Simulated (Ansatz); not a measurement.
**Phonon transport in ZnS (F-43m)**

How well does the lattice of ZnS conduct heat?

Experimental results on record:
- thermal conductivity 27 W/m/K near room temperature (given in “Combining the AFLOW GIBBS and Elastic Libraries to efficiently and robustly screen thermo-mechanical properties of solids”, 2017, arXiv:1611.05714)

Main program and level: Ansatz 0.2.0; DFT r2SCAN, scalar-relativistic, plane waves, PAW; PAW set soft_1.

The database entry behind the starting cell differs from later determinations by our own check (about 0.1 % short), so it need not match the best structure at ambient conditions.

## 1. Starting point

Symmetry: F-43m, No. 216, cubic system. Conventional cell: a = 5.404 Å, b = 5.404 Å, c = 5.404 Å, α = 90.00°, β = 90.00°, γ = 90.00°. Zn has 4 S at 2.34 Å nearest. Nearest to S lie 4 Zn at 2.34 Å. Farther neighbours and most contacts between anions are not listed.

## 2. Probe on a coarse mesh

Before spending time, one coarse run tells the gap and the pressure of the starting cell.

Input file input.yaml:

```yaml
crystal:
  lattice:
    - [0.0, 2.702, 2.702]
    - [2.702, 0.0, 2.702]
    - [2.702, 2.702, 0.0]
  atoms:
    - { symbol: Zn, position: [0.25, 0.25, 0.25] }
    - { symbol: S, position: [0.0, 0.0, 0.0] }
kpoints:
  mp_grid: { grid: [6, 6, 6] }
hamiltonian:
  xc: r2scan
  pseudopotentials: { kind: paw, azcp: { folder: soft_1 } }
scf:
  occupations: { method: gaussian, width: 0.1 }
  lower_state_search: "off"
output:
  forces: true
  stress: true
  eigenvalues: true
```

Launch:

```sh
ansatz run input.yaml --threads 18 --pin off --max-ram 92160MiB --backend cuda --events-out ev --progress --plain --runs-dir out --max-vram 78GiB
```

Numbers of over 12 decimals in the logs are rounded to 6 here.

The log of the run:

```text
Engine: ansatz 0.2.0, aarch64-unknown-linux-gnu
Pseudopotentials: kind: paw
Pseudopotential: Zn, paw, valence charge 12, recommended cutoff 500 eV (meta_gga), soft_1/Zn.paw.azcp
Pseudopotential: S, paw, valence charge 6, recommended cutoff 500 eV (meta_gga), soft_1/S.paw.azcp
Functional definition: r2SCAN
  parameter k0 = 0.174
  parameter k1 = 0.065
  parameter a1 = 4.9479
  exchange = r2scan_x(k0 = k0, k1 = k1, a1 = a1)
  correlation = r2scan_c
device memory: the entry about to start is reckoned to put 0.8 GiB on a device that reports 175.6 GiB free (of which the cap on the GPU budget leaves the run 78.0 GiB)
GPU FFT provider: cuFFT
GPU libraries: cuBLAS 13.8.1, cuFFT 12.4.0, cuSOLVER 12.3.2
GPU matrix products: emulated (plane waves: as basis.precision tells), large ones in fixed point in workspaces of 1.00 GiB
Crystal: 2 atoms, lattice volume = 39.454 Å³
Basis set: ecut = 500 eV, 965 PW (Γ), exchange–correlation on 120×120×120 points (64 copies of the dense FFT grid, shifted against one another)
Bands: 13, of which v1, the nominal top of the filled ones, is band 9 counted from 1 (8 counted from 0)
Symmetry: 24 space group operations
Space group: F-43m (ITA 216), of the structure as read, at distance tolerance 3.4e-5 Å
k-points: 16 of 216 (time reversal used)
Non-local potential: Zn, projectors of the file, l = 0: 2, l = 1: 2, l = 2: 3, l = 3: 1
Non-local potential: S, projectors of the file, l = 0: 2, l = 1: 2, l = 2: 1
PAW form: soft (Blöchl's): semilocal exchange-correlation on the pseudo side does not see the compensation charge
PAW frozen core: Zn, regenerated for the run's functional (the file was generated under x = pbe(κ = 0.804, μ = 0.219515), c = pbe(β = 0.066725))
PAW frozen core: S, regenerated for the run's functional (the file was generated under x = pbe(κ = 0.804, μ = 0.219515), c = pbe(β = 0.066725))
PAW one-centre angular grid: Zn, 590 points (default); XC on 160 Gauss nodes
PAW one-centre angular grid: S, 302 points (default); XC on 160 Gauss nodes
Initial density: superposition of atomic densities (chi_scale 0.1, normalization cell, long waves kept (reshape's long-wave potential 0.00 eV rms))
Initial wavefunctions: pseudopotential atomic-orbital guess
GPU buffer pool allocated for 27000 grid points (all kernels)
GPU transforms: local potential: pruned to the plane-wave sphere, on 27×27×27; band sums: pruned to the plane-wave sphere, on 30×30×30
Functional: x = r2scan, c = r2scan; τ floored in thin density (d = 2e-4 eV/Å³)
SCF iter   1: F=-4233.251991 eV  HF=-4233.501162 eV  |F-HF|=2.49e-1  |Δ(HF+E_count)|=         —  Δρ=5.35e-2  dr2=5.94e-1  dr2_τ=1.38e-2  ethr=3.10e-3  ⟨swp⟩=6.4  Hψ=1582  notcnv=0
preconditioner: auto → none  [insulator: Δε(μ)=2.744 eV  Ē_g=13.393 eV  σ=0.100 eV  W_gap=1.00  n_scr=14 (ndim 8)  ℏωp=25.1 eV  f_vac=0.000  D(μ)=0.00/eV (n_scr^D=0)  ε∞_Penn≈4.5]
SCF iter   2: F=-4233.400680 eV  HF=-4233.456951 eV  |F-HF|=5.63e-2  |Δ(HF+E_count)|=   4.42e-2  Δρ=1.58e-2  dr2=6.35e-2  dr2_τ=1.44e-3  ethr=3.10e-3  ⟨swp⟩=2.0  Hψ=592  notcnv=0
SCF iter   3: F=-4233.438674 eV  HF=-4233.450814 eV  |F-HF|=1.21e-2  |Δ(HF+E_count)|=   6.14e-3  Δρ=1.31e-2  dr2=3.11e-2  dr2_τ=4.49e-4  ethr=3.53e-4  ⟨swp⟩=2.0  Hψ=592  notcnv=0
SCF iter   4: F=-4233.448835 eV  HF=-4233.448955 eV  |F-HF|=1.20e-4  |Δ(HF+E_count)|=   1.86e-3  Δρ=1.94e-3  dr2=9.61e-4  dr2_τ=8.00e-5  ethr=1.73e-4  ⟨swp⟩=2.0  Hψ=459  notcnv=0
SCF iter   5: F=-4233.449097 eV  HF=-4233.449089 eV  |F-HF|=8.49e-6  |Δ(HF+E_count)|=   1.33e-4  Δρ=5.44e-4  dr2=6.68e-5  dr2_τ=2.03e-6  ethr=5.34e-6  ⟨swp⟩=2.1  Hψ=545  notcnv=0
SCF iter   6: F=-4233.449157 eV  HF=-4233.449157 eV  |F-HF|=3.59e-7  |Δ(HF+E_count)|=   6.87e-5  Δρ=3.85e-5  dr2=7.70e-7  dr2_τ=2.54e-8  ethr=3.71e-7  ⟨swp⟩=2.1  Hψ=353  notcnv=0
SCF iter   7: F=-4233.449157 eV  HF=-4233.449157 eV  |F-HF|=7.09e-9  |Δ(HF+E_count)|=   1.13e-7  Δρ=9.80e-6  dr2=1.93e-8  dr2_τ=7.56e-10  ethr=5.56e-10  ⟨swp⟩=7.6  Hψ=1372  notcnv=0
SCF 1 converged in 7 iterations: F = -4233.449157 eV  dr2 = 1.93e-8
  greatest PAW one-centre occupation: 0.983 electrons in one spin orbital (limit 2), on the Zn atom at site 0 (counted from 0), in its partial waves of l = 2
SCF converged after 7 iterations
Free energy (F): -4233.449157 eV
Harris-Foulkes:  -4233.449157 eV  (|F-HF|=7.09e-9)
Internal energy: -4233.449157 eV  (E = F + TS)
E sigma→0 (E₀):  -4233.449157 eV
Fermi energy:    6.825742 eV
--- Per-component energies (eV) ---
  E_band       = -2.901021
  E_kinetic    = 251.580431
  E_local      = -2274.627753  (includes V_loc(G=0)·N_el)
  E_nonlocal   = 860.846251
  E_hartree    = 869.639505
  E_xc         = -153.805618
  E_vxc        = -140.276719  (∫ρ·V_xc dr)
  E_paw        = -2533.410369  (= ΣΔE_a)
  E_vpaw       = -446.516530  (= ΣTr[D̂ρ^β])
  E_aug_tail   = 0.000073  (compensation charges beyond the density's cutoff)
  E_vtau       = 6.808389  (kinetic-family band-sum trace: ∫τ·v_τ [+ j·A + Jᵃ·Aᵃ] dr)
  E_ewald      = -1253.379294
  E_core_change = -0.292384  (= ΣΔE_core)
  E_smearing   = -0.000000  (= −TS)
  E_closure    = -0.000000  (closes the sum)
  Σ components = -4233.449157   (vs F -4233.449157, Δ=0.00e0)
--- Forces (eV/Å), atoms counted from 1 ---
  atom   1  Zn    -0.00000000     0.00000000    -0.00000000
  atom   2  S      0.00000000     0.00000000     0.00000000
  max |Σ_I F_I| component: 5.55e-17 eV/Å
--- Stress (GPa, compression-positive) ---
       -0.565248      -0.000000       0.000000
       -0.000000      -0.565248       0.000000
       -0.000000       0.000000      -0.565248
  P = ⅓ Tr σ = -0.5652 GPa (-5.652 kbar)
--- Band table (eV; the first three rows and the last of 16) ---
  k-point 0: bands = [... 5 lower, -0.4733, 5.4930, 5.4930, 5.4930, 8.1544, 12.3582, 12.3582, 12.3582]
  k-point 1: bands = [... 5 lower, -0.4750, 3.8265, 5.2418, 5.2418, 9.2374, 12.3378, 12.7701, 12.7701]
  k-point 2: bands = [... 5 lower, -0.4613, 1.5463, 4.8020, 4.8020, 9.4353, 12.9926, 12.9926, 13.8596]
  k-point 15: bands = [... 5 lower, -0.1169, 0.8594, 2.8073, 2.8234, 10.6767, 11.3036, 15.0515, 15.0866]
```

Run time: 0.89 s. Hardware: 1 × NVIDIA GB200 with 18 threads of Arm Neoverse V2, shared host; peak memory 1.1 GiB.

The column dr2 measures how far the density is from self-consistency, as an energy; F and HF (Harris–Foulkes) agree once it is small.

This step gave:

| Item | Value |
| --- | --- |
| pressure | -0.5652 GPa |
| gap on the k-mesh | 2.661 eV |
| volume per atom | 19.73 Å³/atom |

The start is under -0.57 GPa at this level and looks like an insulator or semiconductor on this mesh.

## 3. Relaxation

The vibrations must be taken about the equilibrium of this functional, not about the starting cell, so the structure is relaxed.

input.yaml, the sections that differ from step 2:

```yaml
kpoints:
  mp_grid: { grid: [8, 8, 8] }
scf:
  occupations: { method: gaussian, width: 0.02 }
  lower_state_search: "off"
relax:
  adjacent_minimum: "off"
  f_tol: 0.005
  max_steps: 80
  cell: { stress_tol: 0.05 }
# crystal, hamiltonian, output: as in step 2
```

The log of the run:

```text
[...]
Crystal: 2 atoms, lattice volume = 39.454 Å³
Basis set: ecut = 500 eV, 965 PW (Γ), exchange–correlation on 120×120×120 points (64 copies of the dense FFT grid, shifted against one another)
Bands: 13, of which v1, the nominal top of the filled ones, is band 9 counted from 1 (8 counted from 0)
Symmetry: 24 space group operations
[...]
k-points: 29 of 512 (time reversal used)
[...]
SCF iter   1: F=-4233.255498 eV  HF=-4233.503329 eV  |F-HF|=2.48e-1  |Δ(HF+E_count)|=         —  Δρ=5.35e-2  dr2=5.92e-1  dr2_τ=1.38e-2  ethr=3.10e-3  ⟨swp⟩=7.3  Hψ=2966  notcnv=0
[...]
SCF iter   2: F=-4233.402700 eV  HF=-4233.459564 eV  |F-HF|=5.69e-2  |Δ(HF+E_count)|=   4.38e-2  Δρ=1.58e-2  dr2=6.36e-2  dr2_τ=1.41e-3  ethr=3.10e-3  ⟨swp⟩=2.0  Hψ=1073  notcnv=0
[...]
SCF iter   7: F=-4233.451440 eV  HF=-4233.451440 eV  |F-HF|=8.43e-9  |Δ(HF+E_count)|=   8.02e-8  Δρ=1.02e-5  dr2=1.99e-8  dr2_τ=5.73e-10  ethr=5.56e-10  ⟨swp⟩=7.6  Hψ=2442  notcnv=0
SCF 1 converged in 7 iterations: F = -4233.451440 eV  dr2 = 1.99e-8
[...]
relax step   1: F+E_penalty+E_count = -4233.45143958 eV  Δ(F+E_penalty+E_count) = +0.000e0 eV  max|allowed force component| = 1.758e-16 eV/Å  Δτ_max = 0.0000 Å  P = -0.582 GPa  Ω = 39.454 Å³  (7 SCF iters, dr2 threshold 1.00e-7 eV, accepted)
[...]
Crystal: 2 atoms, lattice volume = 39.276 Å³
[...]
iter 1 solved again at ethr=1.12e-7 eV; its pass at ethr=3.10e-3 eV (dr2=2.01e-5 eV) is discarded
[...]
SCF iter   2: F=-4233.451951 eV  HF=-4233.451954 eV  |F-HF|=2.99e-6  |Δ(HF+E_count)|=   2.02e-4  Δρ=1.07e-4  dr2=7.02e-6  dr2_τ=2.64e-7  ethr=7.99e-8  ⟨swp⟩=2.0  Hψ=703  notcnv=0
[...]
SCF iter   4: F=-4233.451953 eV  HF=-4233.451953 eV  |F-HF|=2.35e-8  |Δ(HF+E_count)|=   2.29e-7  Δρ=1.60e-5  dr2=7.65e-8  dr2_τ=2.54e-9  ethr=1.11e-9  ⟨swp⟩=6.2  Hψ=2202  notcnv=0
SCF 2 converged in 4 iterations: F = -4233.451953 eV  dr2 = 7.65e-8
relax step   2: F+E_penalty+E_count = -4233.45195259 eV  Δ(F+E_penalty+E_count) = -5.130e-4 eV  max|allowed force component| = 8.095e-17 eV/Å  Δτ_max = 0.0000 Å  P = -0.236 GPa  Ω = 39.276 Å³  energy of the carried Pulay correction = +5.859e-5 eV  (4 SCF iters, dr2 threshold 2.00e-7 eV, accepted)
[...]
Crystal: 2 atoms, lattice volume = 39.156 Å³
[...]
SCF iter   4: F=-4233.452080 eV  HF=-4233.452080 eV  |F-HF|=3.40e-9  |Δ(HF+E_count)|=   1.26e-7  Δρ=1.13e-5  dr2=3.46e-8  dr2_τ=1.02e-9  ethr=7.76e-10  ⟨swp⟩=5.9  Hψ=2117  notcnv=0
SCF 3 converged in 4 iterations: F = -4233.452080 eV  dr2 = 3.46e-8
relax step   3: F+E_penalty+E_count = -4233.45208048 eV  Δ(F+E_penalty+E_count) = -1.279e-4 eV  max|allowed force component| = 5.089e-17 eV/Å  Δτ_max = 0.0000 Å  P = +0.003 GPa  Ω = 39.156 Å³  energy of the carried Pulay correction = +9.845e-5 eV  (4 SCF iters, dr2 threshold 1.40e-7 eV, accepted)
[...]
SCF iter   1: F=-4233.451933 eV  HF=-4233.451933 eV  |F-HF|=1.54e-8  |Δ(HF+E_count)|=         —  Δρ=2.07e-5  dr2=6.55e-8  dr2_τ=1.19e-8  ethr=1.51e-7  ⟨swp⟩=3.9  Hψ=4403  notcnv=0
[...]
SCF iter   2: F=-4233.451988 eV  HF=-4233.451987 eV  |F-HF|=4.46e-9  |Δ(HF+E_count)|=   5.45e-5  Δρ=1.50e-5  dr2=3.39e-8  dr2_τ=8.60e-10  ethr=3.64e-10  ⟨swp⟩=3.2  Hψ=805  notcnv=0
[...]
SCF iter   5: F=-4233.451988 eV  HF=-4233.451988 eV  |F-HF|=4.55e-12  |Δ(HF+E_count)|=  2.03e-10  Δρ=2.13e-7  dr2=9.03e-12  dr2_τ=5.40e-13  ethr=1.00e-12  ⟨swp⟩=6.9  Hψ=1944  notcnv=0
SCF 4 converged in 5 iterations: F = -4233.451988 eV  dr2 = 9.03e-12
relax step   4: F+E_penalty+E_count = -4233.45198750 eV  Δ(F+E_penalty+E_count) = +9.298e-5 eV  max|allowed force component| = 4.221e-17 eV/Å  Δτ_max = 0.0000 Å  P = +0.000 GPa  Ω = 39.156 Å³  stress off target by 1.72e-4 GPa  SCF on the basis re-selected at this cell (its energy is not comparable with the rows above)  (5 SCF iters)
basis re-selected at this cell: Δ(F+E_penalty+E_count) = +9.298e-5 eV, ΔP = -0.003 GPa vs the last step (what re-selecting the basis moved, of the pressure what is left beyond the Pulay correction that the steps carried, after the strain that the cell walked since its last selection, with what the two solves' SCF thresholds leave and, on support functions, any second-order correction that the steps lacked; it is no m [...]
SCF converged after 5 iterations
Free energy (F): -4233.451988 eV
[...]
Internal energy: -4233.451988 eV  (E = F + TS)
E sigma→0 (E₀):  -4233.451988 eV
Fermi energy:    6.938955 eV
[...]
--- Stress (GPa, compression-positive) ---
        0.000172      -0.000000      -0.000000
       -0.000000       0.000172      -0.000000
       -0.000000      -0.000000       0.000172
  P = ⅓ Tr σ = 0.0002 GPa (0.002 kbar)
--- Band table (eV; the first three rows and the last of 29) ---
  k-point 0: bands = [... 5 lower, -0.3949, 5.5904, 5.5904, 5.5904, 8.2873, 12.4500, 12.4500, 12.4500]
  k-point 1: bands = [... 5 lower, -0.3964, 4.4986, 5.4380, 5.4380, 9.0765, 12.3567, 12.7135, 12.7135]
  k-point 2: bands = [... 5 lower, -0.3930, 2.7214, 5.1046, 5.1046, 9.6085, 13.0454, 13.0844, 13.0844]
  k-point 28: bands = [... 5 lower, 0.0146, 0.9130, 2.7423, 2.7717, 11.6234, 12.1958, 14.0498, 14.2392]
--- Relaxed structure (3 steps of the walk, 3 accepted, 1 SCFs on fresh bases) ---
  F+E_penalty+E_count = -4233.45198750 eV   max|allowed force component| = 4.221e-17 eV/Å   (the final SCF, on the basis selected at the relaxed cell)
  cell:  # Å, volume = 39.1556 Å³
    - [0, 2.695182, 2.695182]
    - [2.695182, 0, 2.695182]
    - [2.695182, 2.695182, 0]
  atoms:
    - { symbol: Zn, position: [0.25, 0.25, 0.25] }
    - { symbol: S, position: [0, 0, 0] }
```

Run time: 2.5 s. Hardware: 1 × NVIDIA GB200 with 18 threads; peak memory 1.1 GiB.

Relaxation path:

```csv
step,energy less that of the first step (eV),largest force component (eV/Å),pressure (GPa),volume (Å³)
1,0.0000,0.0000,-0.58,39.45
2,-0.0005,0.0000,-0.24,39.28
3,-0.0006,0.0000,0.00,39.16
4*,-0.0005,0.0000,0.00,39.16
```

Relaxation steps marked * repeat the geometry before them on a plane-wave basis chosen anew for their cell, so energy and pressure can jump there.

The run keeps the 24 symmetry operations that it works with, so distortions that break them were not tested.

```csv
"conventional cell, symmetrised",before,after,change
a (Å),5.404,5.390,-0.3 %
b (Å),5.404,5.390,-0.3 %
c (Å),5.404,5.390,-0.3 %
volume (Å³/atom),19.73,19.58,-0.8 %
```

Final coordinates:

```
Zn S
1.0
     0.00000    2.69518    2.69518
     2.69518    0.00000    2.69518
     2.69518    2.69518    0.00000
Zn S
1 1
Direct
  0.25000 0.25000 0.25000
  0.00000 0.00000 0.00000
```

Numbers from this step:

```
pressure          : 1.72e-4 GPa
gap on the k-mesh : 2.697 eV
volume per atom   : 19.58 Å³/atom
```

The relaxation ends with a pressure of 0.00 GPa.

## 4. Tight relaxation

The relaxation is repeated with tighter thresholds on force and stress, since phonons are sensitive to what is left; a change of mesh or smearing in the input moves the cell too.

input.yaml, the sections that differ from step 3:

```yaml
crystal:
  lattice:
    - [0.0, 2.6951820282, 2.6951820282]
    - [2.6951820282, 0.0, 2.6951820282]
    - [2.6951820282, 2.6951820282, 0.0]
  atoms:
    - { symbol: Zn, position: [0.25, 0.25, 0.25] }
    - { symbol: S, position: [0.0, 0.0, 0.0] }
kpoints:
  mp_grid: { grid: [9, 9, 9] }
scf:
  occupations: { method: fixed }
  lower_state_search: "off"
relax:
  adjacent_minimum: "off"
  f_tol: 0.001
  max_steps: 60
  cell: { stress_tol: 0.01 }
# hamiltonian, output: as in step 3
```

The log of the run:

```text
[...]
GPU FFT provider: cuFFT
GPU libraries: cuBLAS 13.8.1, cuFFT 12.4.0, cuSOLVER 12.3.2
[...]
Crystal: 2 atoms, lattice volume = 39.156 Å³
Basis set: ecut = 500 eV, 965 PW (Γ), exchange–correlation on 120×120×120 points (64 copies of the dense FFT grid, shifted against one another)
[...]
k-point 34: bands = [... 5 lower, -0.0378, 0.9468, 2.5903, 3.1303, 11.5198, 12.0503, 13.5962, 15.1428]
--- Relaxed structure (1 steps of the walk, 1 accepted, 1 SCFs on fresh bases) ---
[...]
cell:  # Å, volume = 39.1556 Å³
    - [0.0, 2.6951820282, 2.6951820282]
    - [2.6951820282, 0.0, 2.6951820282]
    - [2.6951820282, 2.6951820282, 0.0]
  atoms:
    - { symbol: Zn, position: [0.25, 0.25, 0.25] }
    - { symbol: S, position: [0.0, 0.0, 0.0] }
[key lines of the parts left out:]
SCF converged after 7 iterations
Free energy (F): -4233.452121 eV
Fermi energy:    5.590272 eV
P = ⅓ Tr σ = -0.0009 GPa (-0.009 kbar)
```

Wall time 1.6 s (1 × NVIDIA GB200 with 18 threads); peak memory 1 GiB; 3.4 s of CPU time.

Little changed from the start: no atom moved by 0.005 Å and no cell edge by 0.1 %.

This step gave:

```yaml
pressure: -8.59e-4 GPa
```

The residual pressure is -8.6e-4 GPa, small enough for phonons.

## 5. A faulty attempt

This input was changed on purpose, to see how the program answers.

input.yaml, the sections that differ from step 4:

```yaml
kpoints:
  mp_grid: { grid: [8, 8, 8] }
scf:
  occupations: { method: fixed }
  lower_state_search: "off"
  max_iter: 50
output:
  eigenvalues: true
phonons:
  supercell: [2, 2, 2]
  dielectric: false
  lattice_thermal_conductivity:
    qmesh: [11, 11, 11]
    temperatures: [300]
    isotope_mass_variance:
      - { species: S, variance: 0.0001651 }
      - { species: Zn, variance: 0.0005982 }
# crystal, hamiltonian: as in step 4
# relax: removed
```

The log of the run:

```text
Error: invalid value for `phonons.lattice_thermal_conductivity`: set without third_order — the Boltzmann solve scatters phonons through the third-order force constants, which that block's batch computes; add phonons.third_order (supercell and pair_cutoff), or remove lattice_thermal_conductivity
```

Elapsed: 0.03 s, on 18 threads; peak memory 0.035 GiB.

The input was rejected at the start.

The program's message: “Error: invalid value for `phonons.lattice_thermal_conductivity`: set without third_order — the Boltzmann solve scatters phonons through the third-order force constants, which that block's batch comput …”

The fault put into the input: a conductivity without third-order constants.

[end of part 1 of 2]

[Logs are printed without paths, hosts, clocks, repeated set-up lines and the standing remarks that a program may print on its own settings, such as how far it seeks lower states.]

[Hosts, paths, dates, database ids (printed as entryN), source tags and the programs' standing remarks are cut or masked in the printed files.]

[A step with changed settings may run another functional than the one named; its input shows which.]
